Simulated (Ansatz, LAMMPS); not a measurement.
# Local environments in liquid K2Si2O5, made at 1350 K (126 atoms)

Density of this cell: 2.18 g/cm³. The cell holds 126 atoms: 28 K, 70 O and 28 Si. Cell: a = 13.179 Å, b = 13.179 Å, c = 13.179 Å, α = 90.0°, β = 90.0°, γ = 90.0°. The starting structure: 126 atoms (28 K, 70 O, 28 Si) placed at random at 2.18 g/cm³, melted at 4500 K for 20 ps at fixed volume with the Morse and Coulomb pair potential with partial charges (Pedone, Malavasi, Menziani, Cormack and Segre, J. Phys. Chem. B 110, 11780 (2006)). Snapshot at the end of a hold of 20 ps at 1350 K and fixed volume.

Method: Kohn-Sham DFT, PBE, PAW (set soft_2), plane waves (Ansatz 0.2.0; cutoff 420 eV, Γ point, fermi-dirac smearing of 0.116 eV), at the last frame of 100 fs of DFT dynamics near 872 K.

The whole cell was solved; only parts of it are printed.

Local excerpt of 37 atoms (numbers count through the whole input) about O48, which has 2 bonded neighbours where the commonest count for O is 3; x, y, z are measured from there.

| atom | x | y | z | distance (Å) | bonds | Löwdin charge (e) | Fx | Fy | Fz (eV/Å) |
| --- | --- | --- | --- | --- | --- | --- | --- | --- | --- |
| O48 | 0.00 | 0.00 | 0.00 | 0.00 | 2 | -0.81 | 1.51 | -0.57 | 0.33 |
| Si102 | -1.04 | -0.95 | -0.80 | 1.62 | 4 | 1.74 | 1.56 | 0.49 | 0.12 |
| Si105 | 0.89 | 1.30 | 0.53 | 1.66 | 4 | 1.64 | -1.56 | 1.62 | -1.88 |
| O79 | -2.44 | -0.49 | -0.22 | 2.49 | 3 | -0.81 | -1.60 | 0.54 | 0.46 |
| O83 | -0.30 | 2.50 | 0.30 | 2.53 | 2 | -0.82 | -0.22 | -0.62 | -0.24 |
| O45 | -0.72 | -0.72 | -2.39 | 2.60 | 3 | -0.82 | 0.46 | 0.03 | -0.25 |
| O42 | -0.86 | -2.55 | -0.35 | 2.71 | 4 | -0.79 | 1.62 | 0.16 | 0.53 |
| O74 | 1.19 | 1.21 | 2.14 | 2.73 | 3 | -0.82 | -0.35 | -0.01 | -0.45 |
| O30 | 2.15 | 1.80 | -0.36 | 2.83 | 4 | -0.97 | -0.61 | -0.58 | 0.60 |
| Si121 | 0.16 | -3.13 | 0.93 | 3.27 | 4 | 1.56 | -3.81 | -2.10 | -0.62 |
| O52 | 1.66 | -2.71 | 1.08 | 3.36 | 3 | -0.87 | -0.34 | -0.18 | -0.34 |
| O94 | -1.69 | 2.38 | -2.12 | 3.61 | 2 | -0.78 | 0.24 | 0.77 | -0.28 |
| Si113 | -1.17 | 3.31 | -0.89 | 3.62 | 4 | 1.74 | 2.17 | -1.23 | 1.79 |
| Si110 | -3.54 | 0.28 | 0.71 | 3.62 | 4 | 1.75 | -1.14 | 2.39 | -2.47 |
| O47 | -0.09 | -0.76 | 3.57 | 3.65 | 3 | -0.83 | -1.03 | -0.99 | -0.17 |
| Si112 | 1.11 | 0.41 | 3.59 | 3.78 | 4 | 1.63 | 0.86 | -1.37 | 0.48 |
| O34 | -1.13 | -2.92 | 2.18 | 3.81 | 3 | -0.81 | 1.56 | -0.53 | -1.93 |
| O60 | -3.12 | 1.73 | 1.41 | 3.83 | 2 | -0.78 | -0.06 | -4.07 | -0.94 |
| K9 | 1.16 | -2.66 | -2.57 | 3.88 | 4 | 0.85 | -0.20 | -0.45 | -0.58 |
| K19 | 3.96 | 0.23 | 0.02 | 3.97 | 3 | 0.87 | 0.63 | -0.42 | 0.98 |
| Si100 | -1.78 | -0.73 | -3.71 | 4.18 | 4 | 1.57 | -2.20 | -2.20 | -1.71 |
| Si106 | -1.19 | -2.11 | 3.56 | 4.30 | 4 | 1.61 | 0.15 | 3.17 | 2.28 |
| O55 | -3.95 | -0.73 | 1.81 | 4.41 | 3 | -0.83 | -0.84 | -1.31 | 0.84 |
| O63 | 2.55 | -0.40 | 3.64 | 4.47 | 3 | -0.84 | 1.25 | -0.81 | 0.83 |
| K26 | 1.90 | 2.52 | -3.17 | 4.47 | 3 | 0.86 | -0.13 | 0.37 | 0.63 |
| K25 | -3.50 | -2.89 | 0.28 | 4.55 | 4 | 0.88 | 0.11 | -0.52 | -0.08 |
| O73 | -2.36 | 3.91 | 0.08 | 4.56 | 3 | -0.80 | -0.75 | 0.72 | -1.70 |
| O57 | -0.09 | 4.43 | -1.27 | 4.60 | 2 | -0.80 | -0.30 | -0.48 | -1.64 |
| O35 | -3.13 | -1.45 | -3.10 | 4.64 | 3 | -1.01 | 1.22 | 0.64 | -0.47 |
| Si99 | -2.99 | 3.27 | 1.40 | 4.65 | 4 | 1.76 | -1.78 | 2.08 | 2.49 |
| O69 | -2.08 | 0.85 | -4.22 | 4.78 | 3 | -0.84 | -0.22 | -1.25 | 0.33 |
| O84 | -4.80 | 0.46 | -0.46 | 4.84 | 3 | -0.81 | 1.33 | -0.12 | 2.21 |
| O29 | -2.71 | -1.37 | 3.82 | 4.88 | 3 | -0.82 | 0.63 | 0.00 | 0.61 |
| Si124 | -1.98 | 2.40 | -3.80 | 4.92 | 4 | 1.66 | -1.24 | -0.63 | 1.94 |
| O66 | -0.13 | -4.93 | 0.74 | 4.98 | 3 | -0.79 | 1.32 | 1.53 | 1.02 |
| K14 | 1.71 | 3.52 | 3.10 | 5.00 | 4 | 0.88 | -0.58 | 0.44 | 0.05 |
| O80 | -2.05 | 3.72 | 2.68 | 5.02 | 2 | -0.79 | -0.10 | 0.11 | -0.03 |

The column of bonds counts only the pairs O-K within 3.15 Å, O-Si within 2.16 Å; other neighbours, such as metal atoms beside each other in a compound, aren't counted, and periodic images can show an atom twice.

The surroundings of Si119, which bears the longest force, nearest first, numbered as they follow in the input and with coordinates relative to it.

| atom | x | y | z | distance (Å) | bonds | Löwdin charge (e) | Fx | Fy | Fz (eV/Å) |
| --- | --- | --- | --- | --- | --- | --- | --- | --- | --- |
| Si119 | 0.00 | 0.00 | 0.00 | 0.00 | 4 | 1.61 | -2.97 | 4.26 | 4.23 |
| O87 | 0.23 | -1.01 | -1.05 | 1.48 | 3 | -0.95 | 1.15 | -3.59 | -3.39 |
| O39 | -0.52 | -0.61 | 1.51 | 1.71 | 3 | -0.86 | 0.04 | -0.25 | -0.60 |
| O92 | 1.19 | 1.11 | 0.53 | 1.71 | 3 | -0.82 | 0.65 | -0.60 | -1.36 |
| O63 | -1.39 | 1.04 | -0.50 | 1.81 | 3 | -0.84 | 1.25 | -0.81 | 0.83 |
| Si107 | 2.35 | 1.80 | -0.55 | 3.02 | 4 | 1.62 | 0.18 | 0.11 | 0.44 |
| K15 | -1.84 | -2.57 | -0.78 | 3.25 | 4 | 0.86 | 0.45 | 0.72 | 0.70 |
| K5 | -0.10 | 2.53 | 2.15 | 3.32 | 3 | 0.87 | -0.15 | -0.01 | -0.77 |
| O51 | 2.09 | 1.58 | -2.08 | 3.35 | 3 | -0.91 | -0.23 | -0.19 | 0.13 |
| Si123 | -0.93 | -1.96 | 2.61 | 3.39 | 4 | 1.54 | -1.17 | 2.11 | -1.89 |
| Si112 | -2.84 | 1.84 | -0.56 | 3.43 | 4 | 1.63 | 0.86 | -1.37 | 0.48 |
| K24 | 2.24 | -1.29 | -2.42 | 3.55 | 4 | 0.86 | -0.04 | 0.03 | -0.24 |
| K17 | -2.99 | 0.42 | 2.12 | 3.69 | 6 | 0.87 | -0.16 | -0.26 | 0.21 |
| O93 | 0.55 | -2.50 | 3.01 | 3.95 | 4 | -0.84 | 2.25 | -0.53 | 1.97 |
| O52 | -2.29 | -1.28 | -3.06 | 4.04 | 3 | -0.87 | -0.34 | -0.18 | -0.34 |
| O96 | -1.73 | -3.15 | 1.84 | 4.04 | 4 | -1.00 | 0.21 | -0.14 | 0.06 |
| K11 | 3.15 | -1.01 | 2.33 | 4.05 | 3 | 0.87 | -0.36 | 0.37 | -0.38 |
| O62 | 3.93 | 1.09 | -0.12 | 4.08 | 2 | -0.83 | -1.11 | 1.71 | 1.39 |
| O47 | -4.04 | 0.67 | -0.57 | 4.14 | 3 | -0.83 | -1.03 | -0.99 | -0.17 |
| O82 | 2.34 | 3.42 | 0.01 | 4.15 | 2 | -0.81 | -0.03 | -0.15 | 0.43 |
| O90 | -3.00 | 2.78 | 0.75 | 4.16 | 4 | -0.99 | -0.15 | 0.20 | -0.19 |
| O98 | -1.80 | -1.15 | 3.68 | 4.25 | 4 | -0.99 | -0.21 | -0.21 | 0.92 |
| O74 | -2.76 | 2.64 | -2.00 | 4.31 | 3 | -0.82 | -0.35 | -0.01 | -0.45 |
| K19 | 0.02 | 1.67 | -4.13 | 4.45 | 3 | 0.87 | 0.63 | -0.42 | 0.98 |
| O67 | 4.25 | -1.33 | -1.00 | 4.57 | 3 | -0.97 | 0.08 | -1.69 | 0.15 |
| O97 | -0.12 | 4.82 | 0.11 | 4.82 | 3 | -0.97 | 0.02 | -0.65 | 0.31 |
| O76 | 2.03 | 2.72 | 3.56 | 4.92 | 3 | -0.96 | 0.07 | 1.29 | -0.17 |
| Si120 | 4.96 | 0.03 | -0.80 | 5.02 | 4 | 1.64 | 0.15 | 1.53 | -1.87 |
| K12 | -0.57 | -3.18 | -3.86 | 5.03 | 3 | 0.87 | 0.43 | -0.22 | -0.13 |
| Si114 | 1.42 | 4.84 | -0.22 | 5.05 | 4 | 1.64 | 0.23 | -0.28 | -0.79 |
| K16 | 0.34 | -4.88 | 1.70 | 5.18 | 4 | 0.89 | -0.20 | -0.02 | -0.38 |
| Si106 | -5.14 | -0.68 | -0.59 | 5.22 | 4 | 1.61 | 0.15 | 3.17 | 2.28 |
| Si121 | -3.79 | -1.70 | -3.22 | 5.25 | 4 | 1.56 | -3.81 | -2.10 | -0.62 |
| O85 | -5.00 | -1.56 | 0.71 | 5.29 | 3 | -0.98 | 0.79 | -0.67 | 0.21 |

The column of bonds counts only the pairs O-K within 3.15 Å, O-Si within 2.16 Å; other neighbours, such as metal atoms beside each other in a compound, aren't counted, and periodic images can show an atom twice.

A closer look about O59, whose charge lies farthest from its element's mean: 22 atoms, nearest first, numbered in the order of the input, with positions taken from that point.

| atom | x | y | z | distance (Å) | bonds | Löwdin charge (e) | Fx | Fy | Fz (eV/Å) |
| --- | --- | --- | --- | --- | --- | --- | --- | --- | --- |
| O59 | 0.00 | 0.00 | 0.00 | 0.00 | 4 | -1.02 | 3.55 | -1.10 | 0.26 |
| Si101 | 1.36 | -1.00 | -0.27 | 1.71 | 4 | 1.52 | -3.48 | 1.59 | -2.50 |
| K2 | -2.30 | -0.63 | 0.08 | 2.39 | 5 | 0.88 | 0.15 | 0.15 | -0.54 |
| K20 | -0.81 | 2.28 | -0.03 | 2.42 | 3 | 0.87 | -0.48 | 0.33 | 0.05 |
| O80 | 0.60 | -2.40 | -0.91 | 2.64 | 2 | -0.79 | -0.10 | 0.11 | -0.03 |
| O53 | 2.06 | -0.31 | -1.83 | 2.77 | 3 | -0.83 | 0.44 | -0.09 | 2.20 |
| O31 | 2.44 | -1.20 | 0.84 | 2.85 | 4 | -0.95 | 0.50 | -0.29 | 0.72 |
| K3 | 2.17 | 1.64 | 0.89 | 2.86 | 3 | 0.88 | 0.42 | -0.48 | 0.24 |
| O33 | -2.15 | 0.97 | -2.05 | 3.13 | 4 | -0.96 | -0.17 | 0.04 | 0.09 |
| K22 | 0.12 | 0.40 | -3.21 | 3.24 | 6 | 0.87 | -0.12 | 0.40 | -0.36 |
| Si99 | -0.33 | -2.85 | -2.19 | 3.61 | 4 | 1.76 | -1.78 | 2.08 | 2.49 |
| O78 | -2.04 | -2.44 | -1.95 | 3.73 | 3 | -0.81 | 1.35 | 0.95 | -0.10 |
| K21 | 0.72 | -0.99 | 3.55 | 3.75 | 2 | 0.86 | -0.46 | -0.07 | -0.31 |
| O88 | -2.35 | -1.68 | 2.40 | 3.76 | 3 | -0.96 | 5.89 | -2.20 | -0.20 |
| Si103 | 3.31 | 0.74 | -2.23 | 4.06 | 4 | 1.52 | 0.82 | -1.82 | -1.21 |
| O73 | 0.30 | -2.22 | -3.51 | 4.17 | 3 | -0.80 | -0.75 | 0.72 | -1.70 |
| O66 | 2.52 | 2.13 | -2.85 | 4.36 | 3 | -0.79 | 1.32 | 1.53 | 1.02 |
| O85 | 1.60 | 4.06 | 1.26 | 4.54 | 3 | -0.98 | 0.79 | -0.67 | 0.21 |
| Si126 | -3.24 | 0.81 | -3.20 | 4.62 | 4 | 1.55 | -1.44 | 1.17 | -1.19 |
| O34 | 1.53 | 4.14 | -1.41 | 4.63 | 3 | -0.81 | 1.56 | -0.53 | -1.93 |
| O40 | 4.55 | 0.81 | -1.16 | 4.76 | 3 | -0.94 | -1.57 | 0.20 | -1.49 |
| Si109 | -3.76 | -1.35 | 2.60 | 4.77 | 4 | 1.64 | -5.75 | 2.26 | -0.36 |

The column of bonds counts only the pairs O-K within 3.15 Å, O-Si within 2.16 Å; other neighbours, such as metal atoms beside each other in a compound, aren't counted, and periodic images can show an atom twice.

A closer look about O55, picked at random: 34 atoms, nearest first, numbered in the order of the input, with positions taken from that point.

| atom | x | y | z | distance (Å) | bonds | Löwdin charge (e) | Fx | Fy | Fz (eV/Å) |
| --- | --- | --- | --- | --- | --- | --- | --- | --- | --- |
| O55 | 0.00 | 0.00 | 0.00 | 0.00 | 3 | -0.83 | -0.84 | -1.31 | 0.84 |
| Si110 | 0.41 | 1.01 | -1.10 | 1.55 | 4 | 1.75 | -1.14 | 2.39 | -2.47 |
| Si120 | -0.32 | -0.67 | 1.53 | 1.70 | 4 | 1.64 | 0.15 | 1.53 | -1.87 |
| O29 | 1.24 | -0.63 | 2.01 | 2.45 | 3 | -0.82 | 0.63 | 0.00 | 0.61 |
| O79 | 1.52 | 0.25 | -2.03 | 2.55 | 3 | -0.81 | -1.60 | 0.54 | 0.46 |
| O62 | -1.35 | 0.39 | 2.22 | 2.62 | 2 | -0.83 | -1.11 | 1.71 | 1.39 |
| O60 | 0.84 | 2.46 | -0.40 | 2.63 | 2 | -0.78 | -0.06 | -4.07 | -0.94 |
| O67 | -1.02 | -2.03 | 1.33 | 2.63 | 3 | -0.97 | 0.08 | -1.69 | 0.15 |
| K25 | 0.45 | -2.15 | -1.53 | 2.68 | 4 | 0.88 | 0.11 | -0.52 | -0.08 |
| O84 | -0.84 | 1.19 | -2.27 | 2.70 | 3 | -0.81 | 1.33 | -0.12 | 2.21 |
| O51 | -3.18 | 0.88 | 0.25 | 3.31 | 3 | -0.91 | -0.23 | -0.19 | 0.13 |
| Si106 | 2.76 | -1.38 | 1.74 | 3.54 | 4 | 1.61 | 0.15 | 3.17 | 2.28 |
| O34 | 2.82 | -2.18 | 0.36 | 3.59 | 3 | -0.81 | 1.56 | -0.53 | -1.93 |
| Si107 | -2.92 | 1.11 | 1.78 | 3.60 | 4 | 1.62 | 0.18 | 0.11 | 0.44 |
| K24 | -3.03 | -1.99 | -0.09 | 3.63 | 4 | 0.86 | -0.04 | 0.03 | -0.24 |
| Si102 | 2.91 | -0.22 | -2.61 | 3.92 | 4 | 1.74 | 1.56 | 0.49 | 0.12 |
| Si108 | -2.05 | 2.24 | -2.69 | 4.06 | 4 | 1.67 | 0.08 | 0.17 | -0.53 |
| Si99 | 0.97 | 4.01 | -0.41 | 4.14 | 4 | 1.76 | -1.78 | 2.08 | 2.49 |
| O42 | 3.09 | -1.81 | -2.16 | 4.19 | 4 | -0.79 | 1.62 | 0.16 | 0.53 |
| O47 | 3.86 | -0.03 | 1.76 | 4.24 | 3 | -0.83 | -1.03 | -0.99 | -0.17 |
| O48 | 3.95 | 0.73 | -1.81 | 4.41 | 2 | -0.81 | 1.51 | -0.57 | 0.33 |
| K20 | 0.49 | -4.04 | 1.74 | 4.42 | 3 | 0.87 | -0.48 | 0.33 | 0.05 |
| O78 | -0.74 | 4.42 | -0.17 | 4.49 | 3 | -0.81 | 1.35 | 0.95 | -0.10 |
| O77 | -2.51 | 3.43 | -1.71 | 4.58 | 2 | -0.80 | -0.64 | 0.14 | 0.05 |
| O82 | -2.93 | 2.73 | 2.35 | 4.64 | 2 | -0.81 | -0.03 | -0.15 | 0.43 |
| O85 | 2.90 | -2.26 | 3.04 | 4.77 | 3 | -0.98 | 0.79 | -0.67 | 0.21 |
| O72 | -3.31 | 1.43 | -3.20 | 4.82 | 4 | -0.99 | -0.07 | -0.41 | -0.93 |
| Si121 | 4.12 | -2.40 | -0.88 | 4.84 | 4 | 1.56 | -3.81 | -2.10 | -0.62 |
| K18 | 2.00 | 0.93 | 4.37 | 4.89 | 3 | 0.89 | 0.32 | -0.22 | -0.14 |
| O80 | 1.90 | 4.45 | 0.87 | 4.92 | 2 | -0.79 | -0.10 | 0.11 | -0.03 |
| O92 | -4.08 | 0.41 | 2.86 | 5.01 | 3 | -0.82 | 0.65 | -0.60 | -1.36 |
| O35 | 0.82 | -0.72 | -4.91 | 5.03 | 3 | -1.01 | 1.22 | 0.64 | -0.47 |
| O71 | -1.17 | 3.04 | -3.88 | 5.07 | 3 | -0.82 | -0.88 | -0.89 | 0.62 |
| K8 | -1.22 | 0.46 | -4.92 | 5.09 | 5 | 0.88 | -0.46 | 0.08 | -0.45 |

The column of bonds counts only the pairs O-K within 3.15 Å, O-Si within 2.16 Å; other neighbours, such as metal atoms beside each other in a compound, aren't counted, and periodic images can show an atom twice.

Neighbours are counted within 3.15 Å (O-K), 2.16 Å (O-Si), the cutoffs taken from the dynamics.

Length of the force by element and coordination:

| element | coordination | atoms | mean length of the force (eV/Å) | spread | least | most |
| --- | --- | --- | --- | --- | --- | --- |
| K | all | 28 | 0.667 | 0.278 | 0.241 | 1.57 |
| K | 1 | 1 | 0.629 | 0 | 0.629 | 0.629 |
| K | 2 | 2 | 0.582 | 0.027 | 0.555 | 0.609 |
| K | 3 | 11 | 0.715 | 0.362 | 0.284 | 1.57 |
| K | 4 | 9 | 0.690 | 0.249 | 0.241 | 1.10 |
| K | 5 | 3 | 0.636 | 0.0433 | 0.580 | 0.685 |
| K | 6 | 2 | 0.461 | 0.0888 | 0.372 | 0.55 |
| O | all | 70 | 1.70 | 1.08 | 0.155 | 6.29 |
| O | 2 | 16 | 1.61 | 0.987 | 0.155 | 4.18 |
| O | 3 | 37 | 1.87 | 1.14 | 0.327 | 6.29 |
| O | 4 | 15 | 1.37 | 0.963 | 0.197 | 3.73 |
| O | 5 | 2 | 1.83 | 0.747 | 1.09 | 2.58 |
| Si | all | 28 | 3.07 | 1.54 | 0.492 | 6.70 |

Löwdin charges by element and coordination (they lack the spilled electrons, 0.066 e an atom on average):

| element | coordination | atoms | mean charge (e) | spread | least | most |
| --- | --- | --- | --- | --- | --- | --- |
| K | all | 28 | 0.871 | 0.0104 | 0.846 | 0.890 |
| K | 1 | 1 | 0.881 | 0 | 0.881 | 0.881 |
| K | 2 | 2 | 0.864 | 0.0048 | 0.859 | 0.869 |
| K | 3 | 11 | 0.873 | 0.0075 | 0.861 | 0.885 |
| K | 4 | 9 | 0.869 | 0.0118 | 0.854 | 0.890 |
| K | 5 | 3 | 0.868 | 0.0156 | 0.846 | 0.882 |
| K | 6 | 2 | 0.869 | 0.003 | 0.866 | 0.872 |
| O | all | 70 | -0.878 | 0.0799 | -1.02 | -0.779 |
| O | 2 | 16 | -0.827 | 0.0608 | -1.00 | -0.779 |
| O | 3 | 37 | -0.869 | 0.0691 | -1.01 | -0.790 |
| O | 4 | 15 | -0.945 | 0.0748 | -1.02 | -0.787 |
| O | 5 | 2 | -0.963 | 0.0084 | -0.972 | -0.955 |
| Si | all | 28 | 1.62 | 0.0745 | 1.51 | 1.76 |

The network of bonds at the start is that of the classical potential that made the cell, and needn't be the one that DFT or experiment would give. Only the Γ point is sampled, in a cell whose shortest periodic width is 13 Å. The Löwdin charges lack the electrons that the projection spills, 0.066 e an atom on average.

[Hosts, paths, dates, database ids (printed as entryN), source tags and the programs' standing remarks are cut or masked in the printed files.]
